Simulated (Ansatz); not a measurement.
**CsPdCl3 (cubic perovskite) (Pm-3m): how robust is the cRPA U?**

What does U in CsPdCl3 (cubic perovskite) (Pm-3m) depend on besides the window?

Method: constrained RPA on LDA, plane waves, PAW, in Ansatz 0.2.0.

This is a report of a sequence of runs, with most program output left out.

The structure was built from a prototype and need not be the compound's stable phase.

### Step 1. The structure

The structure is cubic, space group Pm-3m (No. 221). The conventional cell has a = 4.872 Å, b = 4.872 Å, c = 4.872 Å, α = 90.00°, β = 90.00°, γ = 90.00°. Nearest to Cs lie 12 Cl at 3.44 Å. Nearest to Pd lie 6 Cl at 2.44 Å. Nearest to Cl lie 2 Pd at 2.44 Å and 4 Cs at 3.44 Å. Farther neighbours and most contacts between anions are not listed.

The structure was relaxed with LDA. The structure type comes from a generator and need not be one that this composition takes. The structure was generated from a model, not taken from a measurement. The runs that relaxed it are not among those shown. The program's search for lower electronic states was switched off, so nothing shows that the state found is the lowest. Spin-orbit coupling is left out unless a step names it. The default PAW set here is soft_2. Its files were made with PBE.

### Step 2. Base: Pd d + anion p, bands v13 to c1, 4×4×4 mesh, medium accuracy

Constrained RPA screens the interaction with every transition except those inside the target bands, which a later many-body model would treat itself.

The input, input.yaml:

```yaml
crystal:
  lattice:
    - [0.0, -4.87164411, 0.0]
    - [0.0, 0.0, 4.87164411]
    - [-4.87164411, 0.0, 0.0]
  atoms:
    - { symbol: Cs, position: [0.0, 0.0, 0.0] }
    - { symbol: Pd, position: [0.5, 0.5, 0.5] }
    - { symbol: Cl, position: [0.5, 0.5, 0.0] }
    - { symbol: Cl, position: [0.5, 0.0, 0.5] }
    - { symbol: Cl, position: [0.0, 0.5, 0.5] }
kpoints:
  mp_grid: { grid: [6, 6, 6] }
hamiltonian:
  xc: lda
scf:
  occupations: { method: gaussian, width: 0.08 }
  n_extra_bands: 19
  max_iter: 150
  lower_state_search: "off"
output:
  crpa:
    kmesh: [4, 4, 4]
    target_bands: [v13, c1]
    projections: [{ species: Pd, l: d, shell: 4 }, { species: Cl, l: p, shell: 3 }]
  local_orbitals:
    kmesh: [8, 8, 8]
    orbitals: [{ species: Pd, l: d, shell: 4 }, { species: Cl, l: p, shell: 3 }]
    window: { bands: [v13, c1] }
    seedname: lo
```

The run is started by

```
$ ansatz run input.yaml --threads 4 --pin off --max-ram 9216MiB --backend cpu --events-out ev --progress --plain --runs-dir out
```

It took 14 min on 4 threads of AMD EPYC 7R43, shared host; peak memory 1.1 GiB; 47 min of CPU time.

This step gave:

```yaml
u: 6.395 eV
u_prime_inter_orbital: 5.373 eV
j: 0.5064 eV
bare_v: 17.46 eV
bare_j: 0.6594 eV
stated_bound_on_u: 0.007215 eV
u_over_bare_v: 0.3662
electrons_in_the_window: 26
head_of_the_constrained_inverse_dielectric_matrix: 0.3230
least_eigenvalue_of_the_projection_s_overlap: 0.7558
target_functions: 14
bands_in_the_sums: 50
r_m_s_miss_of_the_model_bands: 9.75e-5 eV
width_of_the_target_bands: 8.665 eV
weight_of_the_projected_orbitals_in_the_window: 0.9484
```

On the Pd d shell, screening brings the on-site interaction from 17.5 eV down to U = 6.39 eV.

### Step 3. Changed: 2×2×2 mesh

input.yaml, the sections that differ from step 2:

```yaml
output:
  crpa:
    kmesh: [2, 2, 2]
    target_bands: [v13, c1]
    projections: [{ species: Pd, l: d, shell: 4 }, { species: Cl, l: p, shell: 3 }]
# crystal, kpoints, hamiltonian, scf: as in step 2
```

It took 70 s on 4 threads; peak memory 0.88 GiB; 4.1 min of CPU time.

This step gave:

```
U                                                 : 6.513 eV
U prime (inter-orbital)                           : 5.486 eV
J                                                 : 0.5085 eV
bare V                                            : 17.56 eV
bare J                                            : 0.6614 eV
stated bound on U                                 : 0.009576 eV
U over bare V                                     : 0.3709
electrons in the window                           : 26.00
head of the constrained inverse dielectric matrix : 0.3098
least eigenvalue of the projection's overlap      : 0.7558
target functions                                  : 14
bands in the sums                                 : 50
width of the target bands                         : 8.665 eV
weight of the projected orbitals in the window    : 0.9484
```

On the Pd d shell, screening brings the on-site interaction from 17.6 eV down to U = 6.51 eV.

### Step 4. Changed: smooth pair densities

Edit input.yaml of step 3 so:

```diff
@@ -22,4 +22,5 @@
   crpa:
-    kmesh: [2, 2, 2]
+    kmesh: [4, 4, 4]
     target_bands: [v13, c1]
     projections: [{ species: Pd, l: d, shell: 4 }, { species: Cl, l: p, shell: 3 }]
+    pair_densities: pseudo
```

Run time: 12 min. Hardware: 4 threads; peak memory 0.98 GiB.

Numbers from this step:

- U: 6.427 eV
- U prime (inter-orbital): 5.368 eV
- J: 0.5251 eV
- bare V: 17.46 eV
- bare J: 0.6594 eV
- stated bound on U: 0.003460 eV
- U over bare V: 0.3680
- electrons in the window: 26
- head of the constrained inverse dielectric matrix: 0.3233
- least eigenvalue of the projection's overlap: 0.7558
- target functions: 14
- bands in the sums: 50
- width of the target bands: 8.665 eV
- weight of the projected orbitals in the window: 0.9484

On the Pd d shell, screening brings the on-site interaction from 17.5 eV down to U = 6.43 eV.

### Step 5. Changed: sums over states

Edit input.yaml of step 4 so:

```diff
@@ -25,2 +25,4 @@
     projections: [{ species: Pd, l: d, shell: 4 }, { species: Cl, l: p, shell: 3 }]
-    pair_densities: pseudo
+    accuracy: sum_over_states
+    n_empty_bands: 96
+    ecut_chi: 70
```

The job ended after 62 s (4 threads; peak memory 1 GiB; 3.9 min of CPU time).

This variant gives U = 6.47 eV against 6.39 eV. It is a finite sum over empty states with no bound on its error and stays out of the table below.

### Step 6. Changed: spin-orbit coupling, which the program doesn't serve

This step: constrained RPA on LDA with spin-orbit coupling, plane waves, PAW.

Edit input.yaml of step 5 so:

```diff
@@ -20,2 +20,5 @@
   lower_state_search: "off"
+magnetization:
+  noncollinear: true
+  spin_orbit: true
 output:
@@ -25,4 +28 @@
     projections: [{ species: Pd, l: d, shell: 4 }, { species: Cl, l: p, shell: 3 }]
-    accuracy: sum_over_states
-    n_empty_bands: 96
-    ecut_chi: 70
```

Run time: 0.07 s. Hardware: 4 threads; peak memory 0.038 GiB.

The program refused the input before any cycle.

The program's message: “Error: output.crpa with magnetization.noncollinear: true — the cRPA pipeline runs scalar-band solve channels only (unpolarised or collinear) — spinor oscillator elements are not implemented; use a col …”

The fault put into this input: spin-orbit coupling, which the program doesn't serve.

### Step 7. Side by side

Times are wall times on 4 threads of AMD EPYC 7R43, shared host, good to a factor of about two.

| run | bare V (eV) | U (eV) | J (eV) | bound on U (eV) | width (eV) | time |
| --- | --- | --- | --- | --- | --- | --- |
| target window | 17.46 | 6.395 | 0.506 | 0.0072 | 8.66 | 14 min |
| 2×2×2 mesh | 17.56 | 6.513 | 0.509 | 0.0096 | 8.66 | 70 s |
| smooth pair densities | 17.46 | 6.427 | 0.525 | 0.0035 | 8.66 | 12 min |

### Step 8. Outcome

* target window: U 6.39 eV, J 0.51 eV
* 2×2×2 mesh: U 6.51 eV, J 0.51 eV
* smooth pair densities: U 6.43 eV, J 0.53 eV

What this shows: 2×2×2 mesh moves U by +0.12 eV at 0.086 times the time. Smooth pair densities moves U by +0.03 eV. The printed bound covers the solver alone, not the mesh, and no denser mesh than the base was run. The parent state is non-magnetic and the interaction static (zero frequency); U depends on the window and the orbitals, so it belongs to this model alone. A window that holds the anion p bands defines a model with explicit ligands; its U belongs to that model and is not the U of DFT+U.

[Paths, hosts, dates, memory and timing lines, banners, echoed tables and standing remarks are left out of the program output.]

[Logs are printed without paths, hosts, clocks, repeated set-up lines and the standing remarks that a program may print on its own settings, such as how far it seeks lower states.]

[Runs of the session that timed out or met a known fault of the program may be left out.]

[Hosts, paths, dates, database ids (printed as entryN), source tags and the programs' standing remarks are cut or masked in the printed files.]
